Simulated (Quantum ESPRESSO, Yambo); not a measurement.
Planning a run of Quantum ESPRESSO 7.5 on ZnWO4 (P2/c). The input:

```
&control
  calculation = 'scf'
  prefix = 'x'
  outdir = 'o'
  pseudo_dir = 'pseudo'
/
&system
  ibrav = 0
  nat = 12
  ntyp = 3
  ecutwfc = 72.0
  nbnd = 68
  force_symmorphic = .true.
/
&electrons
  conv_thr = 1e-10
  electron_maxstep = 80
  mixing_beta = 0.5
/
ATOMIC_SPECIES
  Zn 65.38 Zn.upf
  W 183.84 W.upf
  O 15.999 O.upf
CELL_PARAMETERS angstrom
  4.6046280000 0.0000000000 0.0000000000
  0.0000000000 5.6147140000 0.0000000000
  -0.0519286408 0.0000000000 4.8376873021
ATOMIC_POSITIONS crystal
  Zn 0.5000000000 0.6840000000 0.2500000000
  Zn 0.5000000000 0.3160000000 0.7500000000
  W 0.0000000000 0.1825800000 0.2500000000
  W 0.0000000000 0.8174200000 0.7500000000
  O 0.2169000000 0.1051000000 0.9363000000
  O 0.7831000000 0.1051000000 0.5637000000
  O 0.7831000000 0.8949000000 0.0637000000
  O 0.2169000000 0.8949000000 0.4363000000
  O 0.2565000000 0.3777000000 0.3996000000
  O 0.7435000000 0.3777000000 0.1004000000
  O 0.7435000000 0.6223000000 0.6004000000
  O 0.2565000000 0.6223000000 0.8996000000
K_POINTS automatic
  4 4 4 0 0 0
```

```sh
OMP_NUM_THREADS=1 mpirun -n 8 pw.x -nk 8 -in pw.in > pw.out
```

Q: How long will it take on 8 MPI ranks of Arm Neoverse V2, shared host, and how much memory?

It took 67 s; on shared hardware allow 33 s to 2.2 min. Peak host memory was 1.4 GiB.

[Paths, hosts, dates, memory and timing lines, banners, echoed tables and standing remarks are left out of the program output.]

[Logs are printed without paths, hosts, clocks, repeated set-up lines and the standing remarks that a program may print on its own settings, such as how far it seeks lower states.]

[Runs of the session that timed out or met a known fault of the program may be left out.]

[Hosts, paths, dates, database ids (printed as entryN), source tags and the programs' standing remarks are cut or masked in the printed files.]
